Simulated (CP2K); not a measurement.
The C K edge of dimethylsilane was computed by TDDFT (CP2K XAS_TDP, aug-pc-1, TDA) at these levels: PBE0, PBEh(45%) and PBEh(45%) + GW2X. The first three lines of C1 (bonded to Si and 3 H) with a strength over 0.0015, energy in eV and strength:

```
run           first          second           third
  1  282.98 (0.002)  283.73 (0.015)  283.83 (0.019)
  2  277.02 (0.002)  277.34 (0.004)  277.36 (0.006)
  3  288.79 (0.002)  289.54 (0.014)  289.65 (0.019)
```

Question: Which run is which?

Run 1: PBEh(45%) (45 % exact exchange). Run 2: PBE0 (25 % exact exchange). Run 3: PBEh(45%) + GW2X (45 % exact exchange). Self-interaction lifts the core level, so the uncorrected lines rise with the share of exact exchange. The GW2X run keeps the spacings of its parent: 0.75 eV between the first two lines in run 3, 0.75 eV in run 1. Its shift is +5.81 eV, since the Kohn–Sham level at this share of exchange lies that far above the quasiparticle level.

[Banner, clock and machine lines of the logs are left out without a mark of their own.]

[Logs are printed without paths, hosts, clocks, repeated set-up lines and the standing remarks that a program may print on its own settings, such as how far it seeks lower states.]

[Hosts, paths, dates, database ids (printed as entryN), source tags and the programs' standing remarks are cut or masked in the printed files.]
